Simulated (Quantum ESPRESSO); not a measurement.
Consider LiTi2O4 (Fd-3m).

```xyz
14
Lattice="0.0000 4.1955 4.1955 4.1955 0.0000 4.1955 4.1955 4.1955 0.0000" Properties=species:S:1:pos:R:3 pbc="T T T"
Ti    3.1466    1.0489    3.1466
Ti    3.1466    3.1466    1.0489
Ti    1.0489    3.1466    3.1466
Ti    1.0489    1.0489    1.0489
O     5.3702    5.3702    3.0208
O     5.1185    7.4680    5.1185
O     3.0208    3.0208    3.0208
O     7.4680    5.1185    5.1185
O     5.3702    3.0208    5.3702
O     5.1185    5.1185    7.4680
O     3.0208    5.3702    5.3702
O     7.4680    7.4680    7.4680
Li    6.2933    6.2933    6.2933
Li    4.1955    4.1955    4.1955
```

Absorber: atom 5, with 3 Ti at 1.98 Å and 1 Li at 2.03 Å (distorted tetrahedral, site symmetry 3m). Method: Quantum ESPRESSO XSpectra, PBEsol, excited-electron core hole (neutral cell), 14-atom cell with 5.9 Å between holes, 6×6×6 k points, dipole transitions, Lorentzian half width 0.3 eV up to 4 eV, rising linearly to 2.5 eV at 25 eV.

Q: Where do the maxima of the O K edge fall?

Main maxima up to 24 eV above the zero (height): 0.4 eV (1.58), 3.3 eV (2.60), 6.0 eV (1.40) and 10.2 eV (1.36). A K edge sees empty p states; the first features are O p mixed into the empty d states of the Ti neighbours, and the broad ones above probably into the cations' higher empty bands. The total-energy difference is 537.01 eV. One term is added: -8.91 eV, since the hole is spin-paired here and a spin-polarised one costs that much less in the free atom (computed apart). The photon energy is then 528.10 eV. The functional leaves an error in such absolute values: in the free atom PBEsol prices this hole 2.1 eV below PBE (computed apart), and PBE is itself good to a few eV.

The O K spectrum (energy from the energy zero of the input (xe0, at the border of filled and empty states); intensity scaled to a mean of 1 over the first 20 eV; the points at xe0, where the cut of filled states can leave a spike, are interpolated):

```csv
E (eV),intensity
-2.0,0.06
-1.5,0.08
-1.0,0.13
-0.5,0.27
0.0,0.92
0.5,1.57
1.0,1.31
1.5,0.70
2.0,0.44
2.5,0.81
3.0,2.06
3.5,2.27
4.0,0.84
4.5,0.66
5.0,0.82
5.5,1.17
6.0,1.40
6.5,0.99
7.0,0.67
7.5,0.65
8.0,0.80
8.5,0.97
9.0,1.07
9.5,1.22
10.0,1.35
10.5,1.33
11.0,1.25
11.5,1.16
12.0,1.08
12.5,1.00
13.0,0.95
13.5,0.92
14.0,0.93
14.5,0.94
15.0,0.93
15.5,0.90
16.0,0.86
16.5,0.82
17.0,0.78
17.5,0.76
18.0,0.74
18.5,0.71
19.0,0.68
19.5,0.63
20.0,0.60
20.5,0.58
21.0,0.57
21.5,0.57
22.0,0.58
22.5,0.60
23.0,0.62
23.5,0.64
24.0,0.65
24.5,0.67
25.0,0.68
25.5,0.69
26.0,0.69
26.5,0.70
27.0,0.70
27.5,0.70
28.0,0.70
28.5,0.71
29.0,0.71
29.5,0.72
30.0,0.73
30.5,0.74
31.0,0.75
31.5,0.76
32.0,0.77
```

The unit cell's mesh shows no gap over 0.35 eV. That is right for a metallic compound; for a small-gap or correlated insulator it would be the fault of the functional or of the assumed magnetic order, and the hole would be screened too well. The holes are only 5.9 Å apart, so the shape is probably not converged with cell size; no larger cell was run here. The structure is a published determination, not relaxed.

[Banner, clock and machine lines of the logs are left out without a mark of their own.]

[Logs are printed without paths, hosts, clocks, repeated set-up lines and the standing remarks that a program may print on its own settings, such as how far it seeks lower states.]

[Hosts, paths, dates, database ids (printed as entryN), source tags and the programs' standing remarks are cut or masked in the printed files.]

[Lists of maxima count a maximum above −3 eV only where it reaches 4 % of the highest in the window and stands out from its surroundings by 2 % of it (1.5 % where it reaches 55 %); shoulders and weaker maxima are passed over, and of the rest the first, up to two pre-edge ones and the few strongest are named.]
